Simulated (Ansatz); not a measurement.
# Dielectric function and optical constants of RaF2, part 2 of 2

What colour and refractive index does RaF2 have at this level of theory? The cell comes from an older database entry, whose edges can differ from later determinations, mostly by under a per cent.

Ansatz 0.2.0; DFT, PBE, plane-wave PAW, default files, scalar-relativistic, independent-particle optical response without local fields.

So far. Step 2 (Ground state and bands): There is a gap, 6.07 eV on the path, so no carriers' term is needed. The cell is left with a pressure of 1.9 GPa, as it stands unrelaxed at this level.

The database entry behind the starting cell is an old determination (1936), so it need not match the best structure at ambient conditions.

**3. Spectrum**

With the density converged, the vertical transitions are summed over the zone.

This step: DFT, PBE, plane-wave PAW, default files, scalar-relativistic, independent-particle optical response without local fields (Ansatz 0.2.0).

Input file input.yaml:

```yaml
crystal:
  lattice:
    - [0.0, 3.184, 3.184]
    - [3.184, 0.0, 3.184]
    - [3.184, 3.184, 0.0]
  atoms:
    - { symbol: Ra, position: [0.0, 0.0, 0.0] }
    - { symbol: F, position: [0.75, 0.75, 0.75] }
    - { symbol: F, position: [0.25, 0.25, 0.25] }
kpoints:
  mp_grid: { grid: [6, 6, 6] }
scf:
  occupations: { method: fixed }
hamiltonian:
  xc: pbe
  pseudopotentials: { kind: paw }
output:
  optics:
    e_range: [0, 20]
    de: 0.05
    sigma: 0.1
    nscf_kmesh: { grid: [8, 8, 8] }
    bands: { spectra_wanted_up_to: 20 }
```

The run is started by

```
> ansatz run input.yaml --threads 4 --pin off --max-ram 8192MiB --backend cpu --events-out ev --progress --plain --runs-dir out
```

Numbers of over 12 decimals in the logs are rounded to 6 here.

The log of the run:

```text
[...]
Crystal: 3 atoms, lattice volume = 64.558 Å³
Basis set: ecut = 540 eV, 1837 PW (Γ)
Bands: 21, of which v1, the nominal top of the filled ones, is band 17 counted from 1 (16 counted from 0)
Symmetry: 48 space group operations
[...]
k-points: 16 of 216
[...]
SCF iter   1: F=—  HF=-16988.390668 eV  |F-HF|=—  |Δ(HF+E_count)|=         —  Δρ=2.17e-1  dr2=2.90e1  ethr=3.10e-3  ⟨swp⟩=5.9  Hψ=1567  notcnv=0  defer=23
[...]
SCF iter  11: F=-16980.713627 eV  HF=-16980.713627 eV  |F-HF|=7.28e-12  |Δ(HF+E_count)|=  1.82e-11  Δρ=2.66e-8  dr2=1.85e-13  ethr=1.00e-12  ⟨swp⟩=7.3  Hψ=1706  notcnv=0
SCF 1 converged in 11 iterations: F = -16980.713627 eV  dr2 = 1.85e-13
[...]
NSCF: frozen V_eff on 29 k-points
output.optics: what the bands over the 47 summed would add to eps1, eps2 and the energy-loss function is held between a lower and an upper bound (9 Lanczos steps). eps1, eps2 and their loss function (loss_summed_bands) are given on every row as the summed bands alone make them. Along an axis, on a row where the two bounds hold the loss function to about 1 % of the greater of itself and 0.5 % of |1/eps|, its cell (loss_completed) is given, with the completed eps1 and eps2 that it is formed of (a cell that is left empty reads nan in the table and null in the record). The two bounds hold it so along every axis on all 401 rows up to 20.000 eV. [rest of the remark cut]
SCF converged after 11 iterations
Free energy (F): -16980.713627 eV
[...]
Internal energy: -16980.713627 eV  (E = F + TS)
E sigma→0 (E₀):  -16980.713627 eV
Fermi energy:    4.758310 eV
[...]
--- Band table (eV; the first three rows and the last of 16) ---
  k-point 0: bands = [... 13 lower, 3.3370, 4.6166, 4.6166, 4.6166, 10.8511, 14.5924, 14.5924, 16.7046]
  k-point 1: bands = [... 13 lower, 3.6223, 4.4261, 4.6094, 4.6094, 11.5184, 14.4940, 14.4940, 16.2893]
  k-point 2: bands = [... 13 lower, 4.0737, 4.2494, 4.6256, 4.6256, 12.8261, 14.3961, 14.3961, 15.1614]
  k-point 15: bands = [... 13 lower, 4.4115, 4.4416, 4.5018, 4.5694, 12.2295, 14.6034, 15.2936, 15.8663]
```

Wall time 8.8 s (4 threads of Intel Xeon Platinum 8488C (Sapphire Rapids), shared host); peak memory 0.94 GiB.

Numbers from this step:

```
electronic dielectric constant ε∞, mean over x, y and z (by symmetry where fewer were run) : 2.601
absorption onset, first axis (α over 10⁴ cm⁻¹, or the direct gap if that lies higher)      : 6.234 eV
main peak of Im epsilon, first axis                                                        : 9.975 eV
least direct gap on the mesh                                                               : 6.234 eV
bands summed                                                                               : 47
spectra valid up to                                                                        : 30.61 eV
program's estimate of the k-sum error in Im epsilon                                        : 0.09 %
electrons in the f-sum                                                                     : 26.61
```

The Im ε, any direction has structure finer than the step of the table below, so its rows give means over 1 eV, whole bins alone (the curve runs from 0 to 20 eV). Peaks (eV: height): 9.9: 4.18, 10.7: 3.30, 13.3: 3.48, 14.3: 3.64, 16.5: 4.12, 17.1: 3.36, 19.1: 2.76.

Table of Im ε, any direction by photon energy; means over each step:

| photon energy (eV) | Im ε, any direction |
| --- | --- |
| 5 | 0 |
| 6 | 0.0544 |
| 7 | 0.472 |
| 8 | 0.928 |
| 9 | 1.14 |
| 10 | 3.17 |
| 11 | 2.73 |
| 12 | 1.17 |
| 13 | 2.63 |
| 14 | 3.18 |
| 15 | 1.47 |
| 16 | 2.95 |
| 17 | 2.95 |
| 18 | 1.01 |
| 19 | 2.35 |

Re ε, any direction against photon energy:

```
photon energy (eV)  Re ε, any direction
               0.0                 2.60
               0.5                 2.60
               1.0                 2.61
               1.5                 2.62
               2.0                 2.64
               2.5                 2.67
               3.0                 2.70
               3.5                 2.74
               4.0                 2.80
               4.5                 2.87
               5.0                 2.95
               5.5                 3.07
               6.0                 3.27
               6.5                 3.53
               7.0                 3.56
               7.5                 3.69
               8.0                 3.64
               8.5                 3.43
               9.0                 3.59
               9.5                 4.59
              10.0                 3.26
              10.5                 2.53
              11.0                 1.62
              11.5                0.705
              12.0                 2.71
              12.5                 3.05
              13.0                 3.42
              13.5                 1.88
              14.0                 1.70
              14.5                0.210
              15.0                0.457
              15.5                 2.47
              16.0                 2.14
              16.5                0.723
              17.0                0.438
              17.5                -1.09
              18.0                0.255
              18.5                 1.50
              19.0                0.259
              19.5               -0.299
              20.0               -0.527
```

The loss function −Im 1/ε at q → 0, any direction has structure finer than the step of the table below, so its rows give means over 1 eV, whole bins alone (the curve runs from 0 to 20 eV). Peaks (eV: height): 11.6: 0.543, 15.0: 0.698, 17.9: 1.42, 19.6: 0.608.

Loss function −Im 1/ε at q → 0, any direction against energy loss; means over each step:

```csv
energy loss (eV),"loss function −Im 1/ε at q → 0, any direction"
5,0
6,0.00436
7,0.0359
8,0.0677
9,0.0586
10,0.149
11,0.271
12,0.211
13,0.175
14,0.252
15,0.460
16,0.189
17,0.327
18,0.721
19,0.399
```

Values under 1 per cm are given as 1. Absorption coefficient, any direction against photon energy:

| photon energy (eV) | absorption coefficient, any direction (1/cm) |
| --- | --- |
| 0.000 | 1 |
| 0.500 | 1 |
| 1.000 | 1 |
| 1.500 | 1 |
| 2.000 | 1 |
| 2.500 | 1 |
| 3.000 | 1 |
| 3.500 | 1 |
| 4.000 | 1 |
| 4.500 | 1 |
| 5.000 | 1 |
| 5.500 | 1 |
| 6.000 | 5.35 |
| 6.500 | 51014 |
| 7.000 | 88459 |
| 7.500 | 1.3e5 |
| 8.000 | 2.2e5 |
| 8.500 | 1.6e5 |
| 9.000 | 3.0e5 |
| 9.500 | 4.9e5 |
| 10.000 | 1.0e6 |
| 10.500 | 8.2e5 |
| 11.000 | 9.7e5 |
| 11.500 | 9.5e5 |
| 12.000 | 2.2e5 |
| 12.500 | 7.3e5 |
| 13.000 | 8.7e5 |
| 13.500 | 1.3e6 |
| 14.000 | 1.3e6 |
| 14.500 | 1.8e6 |
| 15.000 | 1.0e6 |
| 15.500 | 4.1e5 |
| 16.000 | 1.5e6 |
| 16.500 | 2.2e6 |
| 17.000 | 1.9e6 |
| 17.500 | 2.2e6 |
| 18.000 | 8.4e5 |
| 18.500 | 1.3e6 |
| 19.000 | 2.1e6 |
| 19.500 | 2.0e6 |
| 20.000 | 2.1e6 |

The reflectivity at normal incidence, any direction has structure finer than the step of the table below, so its rows give means over 1 eV, whole bins alone (the curve runs from 0 to 20 eV). Peaks (eV: height): 9.9: 20.9, 14.5: 23.1, 16.6: 27.9, 17.5: 38.4, 19.2: 27.7.

Reflectivity at normal incidence, any direction against photon energy; means over each step:

```
photon energy (eV)  reflectivity at normal incidence, any direction (%)
                 1                                                 5.55
                 2                                                 5.69
                 3                                                 5.94
                 4                                                 6.34
                 5                                                 7.01
                 6                                                 8.44
                 7                                                 9.75
                 8                                                 10.4
                 9                                                 12.8
                10                                                 17.6
                11                                                 14.9
                12                                                 7.71
                13                                                 14.4
                14                                                 17.9
                15                                                 12.0
                16                                                 16.3
                17                                                 27.2
                18                                                 16.4
                19                                                 20.7
```

From ε follow the optical constants at some laser and lamp lines:

```
wavelength (nm)     n      k  R (%)        1/α
           1064  1.62  0.000    5.6  over 1 mm
            532  1.63  0.000    5.8  over 1 mm
            450  1.64  0.000    5.9  over 1 mm
            405  1.65  0.000    6.0  over 1 mm
            365  1.65  0.000    6.1  over 1 mm
            248  1.72  0.000    7.0  over 1 mm
            193  1.88  0.065    9.4     235 nm
```

Rows near the edge hang on the gap, which this functional as a rule makes too small, and phonon-assisted absorption is left out.

Through 1 µm of it, D65 light comes out colourless (x = 0.313, y = 0.329; 89 % transmitted).

The f-sum over the summed bands holds 26.6 of the cell's 34 electrons outside the frozen cores, 16 of which lie in bands more than 12 eV below the Fermi level, whose transitions come at higher energies. Up to 20 eV the strength has a mean oscillator energy of 13.4 eV, and these transitions give 83 % of ε∞ − 1 along x; the rest comes from higher ones.

**4. Static response with local fields**

Perturbation theory gives the static response with local fields and the functional's kernel, and it needs no empty bands.

This step: DFT, PBE, plane-wave PAW, default files, scalar-relativistic, static field response by perturbation theory with local fields (Ansatz 0.2.0).

input.yaml, the sections that differ from step 3:

```yaml
dielectric: {}
# crystal, kpoints, scf, hamiltonian: as in step 3
# output: removed
```

The log of the run:

```text
[...]
Crystal: 3 atoms, lattice volume = 64.558 Å³
Basis set: ecut = 540 eV, 1837 PW (Γ), exchange–correlation on 80×80×80 points (8 copies of the dense FFT grid, shifted against one another)
Bands: 21, of which v1, the nominal top of the filled ones, is band 17 counted from 1 (16 counted from 0)
Symmetry: 48 space group operations
k-points: 30 of 216 (irreducible under 8 space group operations, time reversal used)
[...]
SCF iter   1: F=—  HF=-16988.390560 eV  |F-HF|=—  |Δ(HF+E_count)|=         —  Δρ=2.17e-1  dr2=2.90e1  ethr=3.10e-3  ⟨swp⟩=6.1  Hψ=2994  notcnv=0  defer=47
[...]
SCF iter  10: F=-16980.713557 eV  HF=-16980.713557 eV  |F-HF|=6.18e-11  |Δ(HF+E_count)|=   3.46e-9  Δρ=3.77e-7  dr2=6.71e-11  ethr=1.00e-12  ⟨swp⟩=6.3  Hψ=3597  notcnv=0
SCF 1 converged in 10 iterations: F = -16980.713557 eV  dr2 = 6.71e-11
[...]
DFPT response loops at Γ: preconditioner auto → none (the input reference at scf.mixing.eps_inf says where Resta's filter doesn't serve); β = 0.50; Broyden in place of MSR1
SCF converged after 10 iterations
Free energy (F): -16980.713557 eV
[...]
Internal energy: -16980.713557 eV  (E = F + TS)
E sigma→0 (E₀):  -16980.713557 eV
Fermi energy:    4.758304 eV
[...]
--- Band table (eV; the first three rows and the last of 30) ---
  k-point 0: bands = [... 13 lower, 3.3370, 4.6166, 4.6166, 4.6166, 10.8511, 14.5924, 14.5924, 16.7046]
  k-point 1: bands = [... 13 lower, 3.6223, 4.4261, 4.6094, 4.6094, 11.5184, 14.4940, 14.4940, 16.2893]
  k-point 2: bands = [... 13 lower, 4.0737, 4.2494, 4.6256, 4.6256, 12.8262, 14.3961, 14.3961, 15.1614]
  k-point 29: bands = [... 13 lower, 4.4115, 4.4416, 4.5018, 4.5694, 12.2295, 14.6034, 15.2936, 15.8663]
--- Dielectric response (ions clamped): 1 representative field direction + reference, on 30 of 216 k-points (Σ response iterations 7) ---
  k mesh reduced under 8 symmetry operations, with k and −k counted as one. Each operation leaves every solved perturbation unchanged. A smaller set is not considered because the run solves the response to a homogeneous field
  ε∞ (high-frequency dielectric tensor):
        2.399044    -0.000000    -0.000000
        0.000000     2.399044     0.000000
        0.000000    -0.000000     2.399044
  Born effective charges Z* (e; rows j = field, columns β = displacement):
    site 0:
         2.63943   -0.00000   -0.00000
         0.00000    2.63943    0.00000
         0.00000    0.00000    2.63943
    site 1:
        -1.31972    0.00000    0.00000
        -0.00000   -1.31972   -0.00000
         0.00000   -0.00000   -1.31972
    site 2:
        -1.31972    0.00000    0.00000
        -0.00000   -1.31972   -0.00000
         0.00000   -0.00000   -1.31972
  Z* charge neutrality: 3.748e-6 e pre-enforcement
  k-mesh period / interband length: 27.0 Å / 1.04 Å = 26.03 at k = (0.0000, 0.0000, 0.0000), direct gap 6.235 eV — 14 or more, which is no proof of convergence
```

The job ended after 4.4 s (4 threads; peak memory 0.69 GiB).

Read-outs, printed or worked out from the files:

```
electronic dielectric constant ε∞, mean over x, y and z (by symmetry where fewer were run) : 2.399
```

ε∞ with local fields:

```
2.40 0.00 0.00
0.00 2.40 0.00
0.00 0.00 2.40
```

Diagonal elements. Born, by row:

```
atom  Z*xx (e)  Z*yy (e)  Z*zz (e)
 Ra1     2.639     2.639     2.639
  F2     -1.32     -1.32     -1.32
  F3     -1.32     -1.32     -1.32
```

The ε∞ with local fields is isotropic, 2.40.

**5. Summary of results**

```json
{
  "gap on the path": "6.07 eV",
  "least direct gap on the path": "6.23 eV",
  "electronic dielectric constant ε∞, mean over x, y and z (by symmetry where fewer were run) (independent particles)": "2.60",
  "absorption onset, first axis (α over 10⁴ cm⁻¹, or the direct gap if that lies higher)": "6.23 eV",
  "main peak of Im epsilon, first axis": "9.97 eV",
  "electronic dielectric constant ε∞, mean over x, y and z (by symmetry where fewer were run) (static response with local fields)": "2.40"
}
```

In words: At this level (PBE, independent particles) RaF2 has ε∞ = 2.60 (2.40 with local fields) and n = 1.61 at 1550 nm; absorption sets in near 6.2 eV, and Im ε peaks at 10.0 eV. The gap is indirect (6.07 eV), so absorption without phonons can begin only at the direct gap of 6.23 eV. Absorption passes 10⁴ cm⁻¹ from the direct gap on, 6.23 eV, in the ultraviolet, so the visible is passed. Distinct maxima of Im ε, read by a parabola through the highest points, lie at 9.97 eV (4.2), 13.34 eV (3.5), 14.29 eV (3.6) and 16.51 eV (4.1). The f-sum over the summed bands holds 26.6 of the cell's 34 electrons outside the frozen cores, 16 of which lie in bands more than 12 eV below the Fermi level, whose transitions come at higher energies. Up to 20 eV the strength has a mean oscillator energy of 13.4 eV, and these transitions give 83 % of ε∞ − 1 along x; the rest comes from higher ones. Through 1 µm of it, D65 light comes out colourless (x = 0.313, y = 0.329; 89 % transmitted). With local fields and the functional's kernel the static response is 2.40 against 2.60 for independent particles (-8 %). In the base spectrum excitons and phonon-assisted transitions are missing, and so are local fields; PBE gaps are as a rule too small, which pulls the onset down and ε∞ up. In the base run ε includes the program's bounded estimate of what the bands above those summed add. Spin-orbit coupling is left out although heavy atoms are present. Besides steps told in other documents, this task had 1 step that ran out of time; those not told in a step above aren't shown.

[Logs are printed without paths, hosts, clocks, repeated set-up lines and the standing remarks that a program may print on its own settings, such as how far it seeks lower states.]

[Hosts, paths, dates, database ids (printed as entryN), source tags and the programs' standing remarks are cut or masked in the printed files.]
